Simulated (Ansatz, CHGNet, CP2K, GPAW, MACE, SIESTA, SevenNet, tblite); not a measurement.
# GPAW runs on H-capped GaSb nanowire along [001] (84 atoms)

Wanted: GPAW inputs and outputs for H-capped GaSb nanowire along [001] (84 atoms), checked against a plane-wave reference.

Calculated with GPAW 26.7.0; the method is named at each step.

### Step 1. Set-up

The cell holds 84 atoms: 20 Ga, 16 Sb and 48 H. Its edges and angles: a = 19.087 Å, b = 19.087 Å, c = 24.384 Å, α = 90.0°, β = 90.0°, γ = 90.0°. It derives from GaSb (zinc-blende). Diamond section of size parameter 4.53 Å cut from zinc-blende GaSb (a = 6.096 Å) along [001], 4 periods, broken bonds capped with H, 12 Å of vacuum. Then every atom was moved at random, 0.05 Å r.m.s. a Cartesian component (hydrogen 0.6 of that). Regions: wire, 36 atoms (20 Ga and 16 Sb); hydrogen, 48 atoms (48 H). Vacuum lies along a and b. The structure's axis is c.

The yardstick, on the same geometry:

- method: Kohn-Sham DFT, PBE, PAW, plane waves (Ansatz 0.2.0); cutoff 420 eV, Γ point, fermi-dirac smearing of 0.05 eV; PAW set soft_2
- r.m.s. force component: 0.6708 eV/Å
- longest force: 2.952 eV/Å
- SCF cycles: 15
- time: 1.9 min on 4 threads of Arm Neoverse V2, shared host
- CPU time: 7.5 min

### Step 2. PBE, LCAO dzp, h 0.2 Å

Method: Kohn-Sham DFT, PBE, PAW, atomic orbitals (dzp).

Input file run.py:

```python
import numpy as np
from ase.io import read
from gpaw import GPAW, FermiDirac

atoms = read("structure.xyz")
atoms.calc = GPAW(
    mode="lcao",
    basis="dzp",
    h=0.2,
    xc="PBE",
    kpts={"size": (1, 1, 1), "gamma": True},
    occupations=FermiDirac(0.05),
    maxiter=200,
    symmetry={"point_group": False},
    txt="gpaw.txt",
)
energy = atoms.get_potential_energy(force_consistent=True)
forces = atoms.get_forces()
print(f"energy {energy:.6f} eV")
print("forces (eV/A)")
for i, (a, f) in enumerate(zip(atoms, forces)):
    print(f"{i:4d} {a.symbol:2s} {f[0]:10.5f} {f[1]:10.5f} {f[2]:10.5f}")
print(f"Fermi level {atoms.calc.get_fermi_level():.4f} eV")
for k in range(len(atoms.calc.get_ibz_k_points())):
    for s in range(atoms.calc.get_number_of_spins()):
        e = atoms.calc.get_eigenvalues(kpt=k, spin=s)
        n = np.searchsorted(e, atoms.calc.get_fermi_level())
        print(f"k {k} spin {s} levels about the Fermi level:", np.round(e[max(n - 6, 0):n], 4).tolist(), "|", np.round(e[n:n + 6], 4).tolist())
```

Input file structure.xyz:

```xyz
84
Lattice="19.08661 0.00000 0.00000 0.00000 19.08661 0.00000 0.00000 0.00000 24.38400" Properties=species:S:1:pos:R:3 pbc="T T T"
Ga 7.35846 7.49302 2.94900
Ga 7.38881 7.39148 9.09694
Ga 7.35216 7.48291 15.28389
Ga 7.44855 7.46000 21.30796
Sb 7.29452 9.55247 1.41939
Ga 7.42469 11.68368 2.98680
Sb 7.40446 9.51926 7.65219
Ga 7.29948 11.85813 9.18911
Sb 7.40904 9.59713 13.78184
Ga 7.42775 11.73941 15.18562
Sb 7.35865 9.55724 19.86638
Ga 7.37468 11.63978 21.29113
Ga 11.73731 7.31723 3.04605
Sb 9.49616 7.37717 4.53445
Ga 11.77548 7.43633 9.13083
Sb 9.57709 7.32582 10.68726
Ga 11.75411 7.36285 15.29316
Sb 9.44100 7.36094 16.83032
Ga 11.69131 7.43042 21.42451
Sb 9.53243 7.41019 22.86853
Ga 9.56774 9.51086 0.02414
Sb 11.69017 9.58911 1.50327
Ga 11.76327 11.65772 2.97387
Sb 9.60266 11.67089 4.64978
Ga 9.57499 9.61030 6.06113
Sb 11.64188 9.55724 7.55197
Ga 11.64379 11.69475 9.15497
Sb 9.51716 11.69971 10.64874
Ga 9.55991 9.52002 12.29490
Sb 11.55293 9.64313 13.73429
Ga 11.70696 11.76709 15.18489
Sb 9.54922 11.80163 16.69255
Ga 9.56716 9.54693 18.29849
Sb 11.69876 9.59827 19.85053
Ga 11.72605 11.72968 21.31844
Sb 9.63836 11.64016 22.88390
H 7.40770 6.19360 2.19261
H 6.13234 7.40618 3.91631
H 7.41305 6.15104 8.26593
H 6.14150 7.40274 10.09351
H 7.37278 6.10447 14.33194
H 6.14112 7.46267 16.10710
H 7.44950 6.11382 20.41526
H 6.11802 7.38404 22.23211
H 5.97678 9.54254 0.55522
H 6.11325 11.63806 3.92558
H 7.42813 12.96973 2.17895
H 6.04683 9.53949 6.58295
H 6.09302 11.69818 10.00476
H 7.32353 13.00886 8.21204
H 5.93784 9.53872 12.71552
H 7.38537 12.95523 14.32975
H 6.11211 11.71937 16.11417
H 5.94987 9.58816 18.82445
H 7.38728 12.96553 20.45525
H 6.13577 11.64131 22.22431
[... 24 atom lines left out ...]
H 13.03043 9.56754 18.80835
H 12.97221 11.65791 22.20480
H 11.70849 13.02241 20.44038
H 9.54674 13.13369 23.81951
```

Launch:

```bash
$ OMP_NUM_THREADS=1 python run.py > output.txt
```

What it wrote:

```text
energy -252.074163 eV
forces (eV/A)
   0 Ga   -0.29631    0.32107    0.82269
   1 Ga   -0.32234    0.46918    1.31546
   2 Ga    1.25442   -1.53171   -1.80640
   3 Ga   -0.90180   -1.44372    0.18221
   4 Sb    2.37260    0.36248    1.56927
   5 Ga   -0.43772   -0.33193    0.85125
   6 Sb    0.04633    0.83615   -0.02217
   7 Ga    1.50010   -0.71383   -0.61418
   8 Sb   -0.90734   -0.38645   -0.89000
   9 Ga   -0.88603   -0.40664    1.36057
  10 Sb   -0.11940   -0.16830   -1.06051
  11 Ga    0.30858    0.99138    0.41839
  12 Ga    0.07992    1.49846    0.97630
  13 Sb    0.11048    0.20170   -0.01463
  14 Ga   -0.63642   -0.09037   -0.38811
  15 Sb   -0.14847    0.92465   -0.52157
  16 Ga   -1.48759   -0.14243   -0.97630
  17 Sb    0.63728    0.88002   -0.90639
  18 Ga    0.11041   -0.84512   -1.05202
  19 Sb   -0.09958    0.16803   -0.29750
  20 Ga   -0.47639    0.01218   -0.06394
  21 Sb    0.36637   -1.02983    0.32332
  22 Ga   -0.16936   -0.21941    0.92292
  23 Sb   -0.24178   -0.38406   -2.04120
[...]
76 H    -1.38769    0.15960    0.69256
  77 H    -0.23890    2.57900   -1.94994
  78 H    -0.11494   -0.24228   -0.01477
  79 H    -0.00800    0.54903    0.45714
  80 H     0.15408   -0.00807   -0.13639
  81 H     1.11191   -0.26369    0.88948
  82 H    -0.24610    0.59508   -0.51176
  83 H     0.06557   -0.66830   -0.28402
Fermi level -5.0038 eV
k 0 spin 0 levels about the Fermi level: [-5.1325, -5.0983, -5.0891, -5.0665, -5.0542, -5.0131] | [-4.9881, -1.9351, -1.8484, -1.8071, -1.6612, -1.555]
```

gpaw.txt:

```text
Input parameters:
  mode=LCAO(),
  basis={'default': 'dzp'},
  h=0.2,
  kpts=MonkhorstPack(size=(1, 1, 1), gamma=True),
  maxiter=200,
  occupations=Occupations(name='fermi-dirac', width=0.05, fixmagmom=False),
  symmetry=Symmetry(point_group=False),
  xc=XC(name='PBE')
Unit cell  # Å
| periodic |         x |         y |         z |   lengths |    angles |
|----------|-----------|-----------|-----------|-----------|-----------|
|      yes | 19.086610 |  0.000000 |  0.000000 | 19.086610 | 90.000000 |
|      yes |  0.000000 | 19.086610 |  0.000000 | 19.086610 | 90.000000 |
|      yes |  0.000000 |  0.000000 | 24.384000 | 24.384000 | 90.000000 |
Number of symmetries: 1
Symmetry operations  # r_c * U_cc + t_c -> r_c
|   | kind |            matrix            |
|---|------|------------------------------|
| 0 |  E   |  1, 0, 0,  0, 1, 0,  0, 0, 1 |
BZ-sampling:
  Number of BZ points: 1
  Number of IBZ points: 1
  Monkhorst-Pack size: [1, 1, 1]
  Monkhorst-Pack shift: [0, 0, 0]
[... lines left out ...]
  Fermi-Dirac:
[... lines left out ...]
    Stencil: 6*3+1=19 point O(h^6) finite-difference Laplacian
xc functional:
  name: PBE with 2 nearest neighbor stencil
interpolation: tri-quintic # 5. degree polynomial
Initialization done in: 16.910 s
convergence criteria:
- Maximum [total energy] change in last 3 cyles: 0.0005 eV / valence electron
- Maximum integral of absolute [dens]ity change: 0.0001 electrons / valence electron
- Maximum integral of absolute [eigenst]ate change: 4e-08 eV^2 / valence electron
maximum number of iterations: 200
SCF iterations
|iter     |      energy | eigst |  dens |
|---------|-------------|-------|-------|
|iter:   1| -266.751793 |      c|       |
|iter:   2| -263.571129 |      c| -0.98 |
|iter:   3| -273.189781 |      c| -1.02 |
|iter:   4| -266.121815 |      c| -1.17 |
[...]
|iter:  13| -251.901933 |      c| -2.04 |
|iter:  14| -251.883681 |      c| -2.40 |
|iter:  15| -251.878404c|      c| -2.51 |
|iter:  16| -251.873110c|      c| -2.66 |
|iter:  17| -251.868248c|      c| -2.77 |
[...]
|iter:  22| -251.867989c|      c| -3.91 |
|iter:  23| -251.867799c|      c| -3.88 |
|iter:  24| -251.867916c|      c| -4.24c|
Converged in 24 steps
SCF loop duration: 156.561 s (6.523 s/step)
Energy contributions relative to reference atoms: (reference = -3878797.890334)
Energy contributions:
  Kinetic:         677.878289
  Coulomb:        -640.106109
  Zero:              1.045894
  External:          0.000000
  Xc:             -290.479744
  Entropy:          -0.412493
  Spinorbit:         0.000000
  ----------------------------
  Free energy:    -252.074163
  Extrapolated:   -251.867916
dipole moment: (-0.069039, 0.066043, -62.786271)  # |e|*Ang
Fermi level: -5.004
Eigenvalues  # (at kpt = [0.000, 0.000, 0.000])
| band index |      eig [eV] | occ [0-2] |
|------------|---------------|-----------|
|          0 |       -32.894 |     2.000 |
|        ... |               |           |
|        167 |        -5.173 |     1.934 |
|        168 |        -5.150 |     1.898 |
[...]
|        182 |        -1.315 |     0.000 |
|        ... |               |           |
|        212 |         0.500 |     0.000 |
Gap: 0.025 eV
Transition (v -> c):
  (s=0, k=0, n=174, [0.00, 0.00, 0.00]) -> (s=0, k=0, n=175, [0.00, 0.00, 0.00])
No difference between direct/indirect transitions
Force computation time: 8.469  # s
timing:  # [seconds]
  Total:  181.964  # ━━━━━━━━━━━━━━━━━━━━━━━━━━━━━━━━━━━━━━━━━━━━━━━━━━━━━━━━
  Init:    16.909  # ━━━━━
  SCF:    156.561  # ━━━━━━━━━━━━━━━━━━━━━━━━━━━━━━━━━━━━━━━━━━━━━━━━
  Forces:   8.469  # ━━╸
```

Run time: 3.1 min. Hardware: 1 thread of Arm Neoverse V2, shared host; peak memory 3.2 GiB.

Banners, paths, timers and routine set-up lines are dropped from the logs unmarked, and long logs keep their key lines alone; longer cuts are marked.

Compared with the plane-wave run:

```
r.m.s. force component                  : 0.8255 eV/Å
r.m.s. difference of force components   : 327.9 meV/Å
longest difference of force vectors     : 1131 meV/Å
force difference over r.m.s. force      : 48.88 %
slope of forces against the reference's : 1.138
correlation of force components         : 0.9245
```

This run lies far from the reference in forces at the same functional. Basis and potentials both differ; the latter hold 348 valence electrons against the reference's 548.

Length of the force difference by element (eV/Å):

```
element  atoms  mean  most
     Ga     20  0.60  0.87
      H     48  0.50   1.1
     Sb     16  0.12  0.21
```

The surroundings of H49, picked at random, nearest first, numbered as they follow in the input and with coordinates relative to it.

```
atom      x      y      z  distance (Å)  bonds     Fx     Fy  Fz (eV/Å)
 H49   0.00   0.00   0.00          0.00      1  -2.18  -0.56       1.61
 Ga8   1.21   0.16  -0.82          1.47      4   1.50  -0.71      -0.61
 H50   1.23   1.31  -1.79          2.54      1   0.34   1.24      -1.17
 Sb7   1.31  -2.18  -2.35          3.46      4   0.05   0.84      -0.02
 H51  -0.16  -2.16   2.71          3.47      1   1.06   0.07       0.67
Sb28   3.42   0.00   0.64          3.48      4  -0.32   0.16       0.28
 H48  -0.05  -2.16  -3.42          4.05      1   0.26  -0.08       0.10
 H76   3.45   1.42   1.68          4.10      1   0.07  -0.56      -0.31
 H40   0.05  -4.30   0.09          4.30      1  -0.24   0.27       0.33
```

Atoms are counted from 1 here, from 0 in the log.

Forces lie 49 % from the reference's, at 0.41 times its CPU time (on 1 against 4 cores).

### Step 3. PBE, LCAO dzp, h 0.25 Å

Method: Kohn-Sham DFT, PBE, PAW, atomic orbitals (dzp).

Edit run.py of step 2 so:

```diff
@@ -8,3 +8,3 @@
     basis="dzp",
-    h=0.2,
+    h=0.25,
     xc="PBE",
```

structure.xyz is that of step 2.

What it wrote:

```text
energy -248.155094 eV
forces (eV/A)
   0 Ga   -0.29500    0.32049    0.81849
   1 Ga   -0.31395    0.47712    1.30614
   2 Ga    1.25793   -1.53659   -1.79339
   3 Ga   -0.90578   -1.44332    0.18150
   4 Sb    2.37624    0.35359    1.55928
   5 Ga   -0.42989   -0.33664    0.84600
   6 Sb    0.05267    0.82209   -0.00822
   7 Ga    1.49892   -0.71108   -0.60634
   8 Sb   -0.90510   -0.40420   -0.88838
   9 Ga   -0.88263   -0.40469    1.36222
  10 Sb   -0.10005   -0.15818   -1.06495
  11 Ga    0.31707    0.99307    0.41292
[...]
79 H    -0.16405    0.92949    0.02783
  80 H    -0.23628    0.36056    0.12181
  81 H     1.48412   -0.59288    0.50390
  82 H     0.13516    0.23024   -0.66506
  83 H     0.12809   -0.88734   -0.44418
Fermi level -5.0020 eV
k 0 spin 0 levels about the Fermi level: [-5.1305, -5.0966, -5.0875, -5.0646, -5.0525, -5.0113] | [-4.9864, -1.9302, -1.844, -1.8025, -1.6567, -1.552]
```

gpaw.txt:

```text
Input parameters:
  mode=LCAO(),
  basis={'default': 'dzp'},
  h=0.25,
  kpts=MonkhorstPack(size=(1, 1, 1), gamma=True),
  maxiter=200,
  occupations=Occupations(name='fermi-dirac', width=0.05, fixmagmom=False),
  symmetry=Symmetry(point_group=False),
  xc=XC(name='PBE')
[... lines left out ...]
  Fermi-Dirac:
[... lines left out ...]
convergence criteria:
- Maximum [total energy] change in last 3 cyles: 0.0005 eV / valence electron
[... lines left out ...]
Converged in 24 steps
[... lines left out ...]
  Free energy:    -248.155094
[... lines left out ...]
Fermi level: -5.002
[... lines left out ...]
|          0 |       -32.886 |     2.000 |
|        ... |               |           |
|        167 |        -5.171 |     1.934 |
|        168 |        -5.148 |     1.898 |
[...]
|        182 |        -1.312 |     0.000 |
|        ... |               |           |
|        212 |         0.502 |     0.000 |
Gap: 0.025 eV
Transition (v -> c):
  (s=0, k=0, n=174, [0.00, 0.00, 0.00]) -> (s=0, k=0, n=175, [0.00, 0.00, 0.00])
No difference between direct/indirect transitions
Force computation time: 5.228  # s
timing:  # [seconds]
  Total:  114.983  # ━━━━━━━━━━━━━━━━━━━━━━━━━━━━━━━━━━━━━━━━━━━━━━━━━━━━━━━━
  Init:    10.336  # ━━━━━
  SCF:     99.389  # ━━━━━━━━━━━━━━━━━━━━━━━━━━━━━━━━━━━━━━━━━━━━━━━━╸
  Forces:   5.228  # ━━╸
```

Wall time 1.9 min (1 thread); peak memory 1.7 GiB.

Compared with the plane-wave run:

- r.m.s. force component: 0.8615 eV/Å
- r.m.s. difference of force components: 424.6 meV/Å
- longest difference of force vectors: 1497 meV/Å
- force difference over r.m.s. force: 63.3 %
- slope of forces against the reference's: 1.124
- correlation of force components: 0.8757
- energy less the same-level run's: 46.66 meV/atom
- r.m.s. force difference from the same-level run: 233.3 meV/Å

This is a coarse setting, run to see what it loses.

Against the first run (49 %), the force difference from the reference is 63 %, at 0.63 times the CPU time: the grid matters here.

The forces add up to 3.9 eV/Å instead of zero, usually a sign of too coarse a grid.

### Step 4. PBE, LCAO szp(dzp), h 0.2 Å

Method: Kohn-Sham DFT, PBE, PAW, atomic orbitals (szp(dzp)).

Edit run.py of step 3 so:

```diff
@@ -7,4 +7,4 @@
     mode="lcao",
-    basis="dzp",
-    h=0.25,
+    basis="szp(dzp)",
+    h=0.2,
     xc="PBE",
```

structure.xyz is that of step 3.

What it wrote:

```text
energy -229.204877 eV
forces (eV/A)
   0 Ga   -0.20634    0.45143    0.80005
   1 Ga   -0.21620    0.53155    1.32906
   2 Ga    1.33472   -1.44410   -1.83302
   3 Ga   -0.79302   -1.38950    0.18388
   4 Sb    2.89039    0.42006    1.72399
   5 Ga   -0.27058   -0.44817    0.87125
[...]
81 H     1.41565   -0.32318    1.14914
  82 H    -0.28187    0.90574   -0.76697
  83 H     0.03295   -0.11725    0.08653
Fermi level -6.1032 eV
k 0 spin 0 levels about the Fermi level: [-6.2297, -6.1956, -6.1879, -6.1637, -6.1536, -6.1158] | [-6.0876, -2.885, -2.8538, -2.7742, -2.6662, -2.6321]
```

gpaw.txt:

```text
Input parameters:
  mode=LCAO(),
  basis={'default': 'szp(dzp)'},
  h=0.2,
  kpts=MonkhorstPack(size=(1, 1, 1), gamma=True),
  maxiter=200,
  occupations=Occupations(name='fermi-dirac', width=0.05, fixmagmom=False),
[... lines left out ...]
  Fermi-Dirac:
[... lines left out ...]
convergence criteria:
- Maximum [total energy] change in last 3 cyles: 0.0005 eV / valence electron
[... lines left out ...]
Converged in 22 steps
[... lines left out ...]
  Free energy:    -229.204877
[... lines left out ...]
Fermi level: -6.103
[... lines left out ...]
|        ... |               |           |
|        212 |        -0.340 |     0.000 |
Gap: 0.028 eV
Transition (v -> c):
  (s=0, k=0, n=174, [0.00, 0.00, 0.00]) -> (s=0, k=0, n=175, [0.00, 0.00, 0.00])
No difference between direct/indirect transitions
Force computation time: 6.444  # s
timing:  # [seconds]
  Total:  145.308  # ━━━━━━━━━━━━━━━━━━━━━━━━━━━━━━━━━━━━━━━━━━━━━━━━━━━━━━━━
  Init:    16.044  # ━━━━━━
  SCF:    122.797  # ━━━━━━━━━━━━━━━━━━━━━━━━━━━━━━━━━━━━━━━━━━━━━━━╸
  Forces:   6.444  # ━━╸
```

Wall time 2.4 min (1 thread); peak memory 3.2 GiB.

Numbers from this run, and their distance from the reference:

- r.m.s. force component: 0.9643 eV/Å
- r.m.s. difference of force components: 514.6 meV/Å
- longest difference of force vectors: 1537 meV/Å
- force difference over r.m.s. force: 76.72 %
- slope of forces against the reference's: 1.239
- correlation of force components: 0.8619

This is a coarse setting, run to see what it loses.

Against the first run (49 %), the force difference from the reference is 77 %, at 0.80 times the CPU time, with 596 basis functions against 868: the smaller basis costs accuracy.

(Part 1 of 2 ends here.)

[Also dropped from logs without a mark: logging warnings of Python, and SIESTA's first energy breakdown and zero terms.]

[Logs are printed without paths, hosts, clocks, repeated set-up lines and the standing remarks that a program may print on its own settings, such as how far it seeks lower states.]

[Hosts, paths, dates, database ids (printed as entryN), source tags and the programs' standing remarks are cut or masked in the printed files.]
